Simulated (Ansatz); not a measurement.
# Sn wire along [111], 14 atoms a period, H-terminated: bands by functional and under strain, part 2 of 3

What gap, if any, does the Sn wire along [111], 14 atoms a period, H-terminated have, and how does it change with the functional and under strain?

Ansatz 0.2.0; DFT PBE, plane waves, PAW; relaxation of a wire's period; PAW set soft_1 (the session's first sound run).

So far. Step 2 (Relaxation of atoms and period): The cell's length comes to 11.512 Å with spin left out.

### Step 3. The perfect wire

This step: DFT PBE, plane waves, PAW; bands of a perfect wire; PAW set soft_1 (Ansatz 0.2.0).

At the relaxed period the bands are computed along the axis; those that cross an energy going forward count the channels that a perfect wire would open there.

input.yaml reads:

```yaml
crystal:
  lattice:
    - [14.36, 0.0, 0.0]
    - [0.0, 15.53, 0.0]
    - [0.0, 0.0, 11.5116834362]
  atoms:
    - { symbol: Sn, position: [0.5, 0.49997634, 0.000986434] }
    - { symbol: Sn, position: [0.5, 0.499993648, 0.249013566] }
    - { symbol: H, position: [0.240545431, 0.464776547, 0.284621088] }
    - { symbol: H, position: [0.337323671, 0.309815411, 0.284598876] }
    - { symbol: H, position: [0.403231906, 0.725359358, 0.28457802] }
    - { symbol: H, position: [0.596768094, 0.725359358, 0.28457802] }
    - { symbol: H, position: [0.662676329, 0.309815411, 0.284598876] }
    - { symbol: H, position: [0.759454569, 0.464776547, 0.284621088] }
    - { symbol: Sn, position: [0.340150413, 0.41464182, 0.335972675] }
    - { symbol: Sn, position: [0.5, 0.67068565, 0.335948238] }
    - { symbol: Sn, position: [0.659849587, 0.41464182, 0.335972675] }
    - { symbol: Sn, position: [0.340064096, 0.414582017, 0.58205802] }
    - { symbol: Sn, position: [0.5, 0.670823189, 0.582032787] }
    - { symbol: Sn, position: [0.659935904, 0.414582017, 0.58205802] }
    - { symbol: H, position: [0.241178924, 0.638136185, 0.617570585] }
    - { symbol: H, position: [0.5, 0.223590996, 0.617569378] }
    - { symbol: H, position: [0.758821076, 0.638136185, 0.617570585] }
    - { symbol: H, position: [0.241178924, 0.361833803, 0.632429415] }
    - { symbol: H, position: [0.5, 0.776378991, 0.632430622] }
    - { symbol: H, position: [0.758821076, 0.361833803, 0.632429415] }
    - { symbol: Sn, position: [0.340064096, 0.585387971, 0.66794198] }
    - { symbol: Sn, position: [0.5, 0.329146799, 0.667967213] }
    - { symbol: Sn, position: [0.659935904, 0.585387971, 0.66794198] }
    - { symbol: Sn, position: [0.340150413, 0.585328168, 0.914027325] }
    - { symbol: Sn, position: [0.5, 0.329284337, 0.914051762] }
    - { symbol: Sn, position: [0.659849587, 0.585328168, 0.914027325] }
    - { symbol: H, position: [0.240545431, 0.53519344, 0.965378912] }
    - { symbol: H, position: [0.337323671, 0.690154577, 0.965401124] }
    - { symbol: H, position: [0.403231906, 0.274610629, 0.96542198] }
    - { symbol: H, position: [0.596768094, 0.274610629, 0.96542198] }
    - { symbol: H, position: [0.662676329, 0.690154577, 0.965401124] }
    - { symbol: H, position: [0.759454569, 0.53519344, 0.965378912] }
kpoints:
  mp_grid: { grid: [1, 1, 7] }
  band_path: { path: ["Γ", Z], npoints: 90 }
scf:
  occupations: { method: fermi_dirac, width: 0.05 }
hamiltonian:
  xc: pbe
  pseudopotentials: { kind: paw, azcp: { folder: soft_1 } }
output:
  dos: { e_range: [-5, 4] }
  write_potential: true
  write_density: true
  volumetric_format: npy
```

Run with:

```sh
ansatz run input.yaml --threads 4 --pin off --max-ram 16384MiB --backend cpu --events-out ev --progress --plain --runs-dir out
```

Numbers of over 12 decimals in the logs are rounded to 6 here.

The log of the run:

```text
[...]
Crystal: 32 atoms, lattice volume = 2567.230 Å³
Basis set: ecut = 420 eV, 50203 PW (Γ)
Bands: 139, of which v1, the nominal top of the filled ones, is band 107 counted from 1 (106 counted from 0)
Symmetry: 4 space group operations
[...]
k-points: 4 of 7
[...]
SCF iter   1: F=—  HF=-84623.289845 eV  |F-HF|=—  |Δ(HF+E_count)|=         —  Δρ=2.54e-2  dr2=1.68e1  ethr=3.10e-3  ⟨swp⟩=7.8  Hψ=2503  notcnv=0  defer=22
[...]
SCF iter  10: F=-84618.198864 eV  HF=-84618.198864 eV  |F-HF|=2.70e-8  |Δ(HF+E_count)|=   4.76e-7  Δρ=6.85e-7  dr2=1.65e-8  ethr=4.67e-11  ⟨swp⟩=17.2  Hψ=3148  notcnv=0
SCF 1 converged in 10 iterations: F = -84618.198864 eV  dr2 = 1.65e-8
[...]
NSCF: frozen V_eff on 91 k-points
WARN: pass on a band path, mesh or list of k-points: the 91 k-points are solved 48 at a time at the most, because the 14.40 GiB of host memory that the pass is priced against does not hold them all with the solver's workspace as planned. The pass can take longer, above all where fewer k-points are solved at a time than the run has threads. As a rule a larger memory budget leaves room for more at once. The budget is what a run with no `--max-ram-frac` typed is planned for, 0.8 of the host's memory or its container's limit. More memory there lifts it, and so does a share over 0.88 that is typed (of such a share the budget is ten elevenths): [rest of the remark cut]
WARN: The output density's exchange-correlation potential varies sharply where the density is thin. Do not read a vacuum level from v_tot or v_xc, or from such a field of the output density. On a cell that repeats whose density bears no net charge and no dipole along the vacuum's axis use v_es (v_loc + v_h of the components); under efield.dipole_correction with no amplitude use v_es + v_field, which holds any externa [...]
SCF converged after 10 iterations
Free energy (F): -84618.198864 eV
[...]
Internal energy: -84618.198864 eV  (E = F + TS)
E sigma→0 (E₀):  -84618.198864 eV
Fermi energy:    -1.917292 eV
[...]
--- Band table (eV) ---
  k-point 0: bands = [... 103 lower, -3.7808, -3.7250, -3.7243, -3.0334, -0.7678, -0.0456, -0.0384, -0.0307, ... 28 higher]
  k-point 1: bands = [... 103 lower, -3.7787, -3.6560, -3.6554, -3.1096, -0.7475, -0.2093, -0.2051, 0.0680, ... 28 higher]
  k-point 2: bands = [... 103 lower, -3.7739, -3.5706, -3.5701, -3.3206, -0.6871, -0.3198, -0.3158, -0.0716, ... 28 higher]
  k-point 3: bands = [... 103 lower, -3.7701, -3.6227, -3.5226, -3.5221, -0.6072, -0.3696, -0.3658, -0.2294, ... 28 higher]
```

Wall time 5.5 min (4 threads of Arm Neoverse V2, shared host); peak memory 11 GiB; 22 min of CPU time.

In the SCF lines HF is the Harris–Foulkes energy and dr2 the Hartree energy of the density residual, in eV; the loop may stop once dr2 is under the threshold and the program's other checks hold. Hψ counts applications of the Hamiltonian.

Numbers from this step:

```
band gap : 2.266 eV
```

Electronic bands along the path, in eV, zero at the Fermi level; v1 is the highest filled band, c1 the lowest empty one:

```csv
point,v4,v3,v2,v1,c1,c2,c3,c4
Γ,-1.86,-1.81,-1.81,-1.12,1.15,1.87,1.88,1.89
halfway,-1.86,-1.67,-1.67,-1.34,1.21,1.62,1.62,1.89
Z,-1.85,-1.85,-1.60,-1.60,1.33,1.54,1.55,1.66
```

The gap is 2.27 eV, with spin left out.

The path shows a direct gap of 2.27 eV (valence top at Γ, conduction bottom at Γ).

### Step 4. Another level of theory, cutoff 500 eV, k-mesh 1×1×6

This step: DFT r2SCAN, plane waves, PAW; bands of a perfect wire at the PBE geometry; PAW set soft_1 (Ansatz 0.2.0).

The atoms stay at the PBE geometry and the functional changes. r2SCAN also reads the kinetic-energy density; it often gives larger moments and wider gaps than PBE, at a higher cost. Against the first PBE run of this kind, the cutoff is 500 eV against 420 and the mesh along the wire has 6 points against 7.

input.yaml, as its differences from that of step 3:

```diff
@@ -39,3 +39,3 @@
 kpoints:
-  mp_grid: { grid: [1, 1, 7] }
+  mp_grid: { grid: [1, 1, 6] }
   band_path: { path: ["Γ", Z], npoints: 90 }
@@ -44,8 +44,3 @@
 hamiltonian:
-  xc: pbe
+  xc: r2scan
   pseudopotentials: { kind: paw, azcp: { folder: soft_1 } }
-output:
-  dos: { e_range: [-5, 4] }
-  write_potential: true
-  write_density: true
-  volumetric_format: npy
```

The log of the run:

```text
[...]
Crystal: 32 atoms, lattice volume = 2567.230 Å³
Basis set: ecut = 500 eV, 65161 PW (Γ), exchange–correlation on 432×480×360 points (64 copies of the dense FFT grid, shifted against one another)
Bands: 139, of which v1, the nominal top of the filled ones, is band 107 counted from 1 (106 counted from 0)
Symmetry: 4 space group operations
[...]
k-points: 4 of 6
[...]
SCF iter   1: F=—  HF=-84824.091794 eV  |F-HF|=—  |Δ(HF+E_count)|=         —  Δρ=2.42e-2  dr2=1.51e1  dr2_τ=1.22e-1  ethr=3.10e-3  ⟨swp⟩=7.5  Hψ=2661  notcnv=0  defer=31
[...]
SCF iter  10: F=-84820.996746 eV  HF=-84820.996746 eV  |F-HF|=2.74e-8  |Δ(HF+E_count)|=   5.76e-7  Δρ=4.95e-7  dr2=9.33e-9  dr2_τ=1.88e-10  ethr=4.67e-11  ⟨swp⟩=18.5  Hψ=2946  notcnv=0
SCF 1 converged in 10 iterations: F = -84820.996746 eV  dr2 = 9.33e-9
[...]
SCF converged after 10 iterations
Free energy (F): -84820.996746 eV
[...]
Internal energy: -84820.996746 eV  (E = F + TS)
E sigma→0 (E₀):  -84820.996746 eV
Fermi energy:    -1.926998 eV
[...]
--- Band table (eV) ---
  k-point 0: bands = [... 103 lower, -4.0042, -3.9420, -3.9414, -3.2095, -0.6017, 0.0885, 0.0899, 0.1327, ... 28 higher]
  k-point 1: bands = [... 103 lower, -4.0015, -3.8531, -3.8526, -3.3169, -0.5829, -0.0860, -0.0836, 0.2448, ... 28 higher]
  k-point 2: bands = [... 103 lower, -3.9961, -3.7585, -3.7580, -3.6076, -0.5261, -0.1961, -0.1937, 0.0573, ... 28 higher]
  k-point 3: bands = [... 103 lower, -3.9934, -3.9766, -3.7237, -3.7233, -0.4790, -0.2287, -0.2263, -0.0536, ... 28 higher]
```

It took 9.4 min on 4 threads; peak memory 11 GiB.

Numbers from this step:

- band gap: 2.608 eV

Electronic bands along the path, in eV, zero at the Fermi level; v1 is the highest filled band, c1 the lowest empty one:

| point | v4 | v3 | v2 | v1 | c1 | c2 | c3 | c4 |
| --- | --- | --- | --- | --- | --- | --- | --- | --- |
| Γ | -2.08 | -2.02 | -2.01 | -1.28 | 1.33 | 2.02 | 2.02 | 2.06 |
| halfway | -2.07 | -1.87 | -1.87 | -1.52 | 1.37 | 1.78 | 1.78 | 2.08 |
| Z | -2.07 | -2.05 | -1.80 | -1.80 | 1.45 | 1.70 | 1.70 | 1.87 |

The gap is 2.61 eV, against 2.27 eV under PBE at the relaxed period.

### Step 5. Another level of theory, level HSE06, cutoff 420 eV

This step: DFT HSE06, plane waves, PAW; levels of a perfect wire at the PBE geometry; PAW set soft_1 (Ansatz 0.2.0).

The atoms stay at the PBE geometry and the functional changes. HSE06 mixes in a quarter of short-range exact exchange, which removes part of the self-interaction that closes gaps; it is dear, so the mesh is thinner and no path is run. Against the first PBE run of this kind, the mesh along the wire has 3 points against 7.

input.yaml, as its differences from that of step 4:

```diff
@@ -39,4 +39,3 @@
 kpoints:
-  mp_grid: { grid: [1, 1, 6] }
-  band_path: { path: ["Γ", Z], npoints: 90 }
+  mp_grid: { grid: [1, 1, 3] }
 scf:
@@ -44,3 +43,3 @@
 hamiltonian:
-  xc: r2scan
+  xc: hse06
   pseudopotentials: { kind: paw, azcp: { folder: soft_1 } }
```

The log of the run:

```text
[...]
Crystal: 32 atoms, lattice volume = 2567.230 Å³
Basis set: ecut = 420 eV, 50203 PW (Γ)
Bands: 139, of which v1, the nominal top of the filled ones, is band 107 counted from 1 (106 counted from 0)
Symmetry: 4 space group operations
[...]
k-points: 2 of 3
[...]
SCF iter   6: F=-84618.213670 eV  HF=-84618.213803 eV  |F-HF|=1.32e-4  |Δ(HF+E_count)|=   1.14e-3  Δρ=1.01e-4  dr2=2.69e-4  ethr=1.06e-6  ⟨swp⟩=4.0  Hψ=665  notcnv=0
[...]
Free energy (F): -84676.969966 eV
Frozen-core exchange: fock
[...]
Internal energy: -84676.969966 eV  (E = F + TS)
E sigma→0 (E₀):  -84676.969966 eV
Fermi energy:    -1.925078 eV
[...]
--- Band table (eV) ---
  k-point 0: bands = [... 103 lower, -4.2400, -4.1785, -4.1780, -3.4077, -0.4183]
  k-point 1: bands = [... 103 lower, -4.2323, -3.9820, -3.9815, -3.8218, -0.3598]
  guard bands above this table: 31 of the run's 139 bands. The solve was not asked for them (output.publish_guard_bands: true or output.eigenvalues: true publishes all)
```

Wall time 16 min (4 threads); peak memory 9.4 GiB; 64 min of CPU time.

This step gave:

```yaml
band_gap: 2.989 eV
```

The gap is 2.99 eV, against 2.27 eV under PBE at the relaxed period.

(Part 2 of 3 ends here.)

[Logs are printed without paths, hosts, clocks, repeated set-up lines and the standing remarks that a program may print on its own settings, such as how far it seeks lower states.]

[Hosts, paths, dates, database ids (printed as entryN), source tags and the programs' standing remarks are cut or masked in the printed files.]
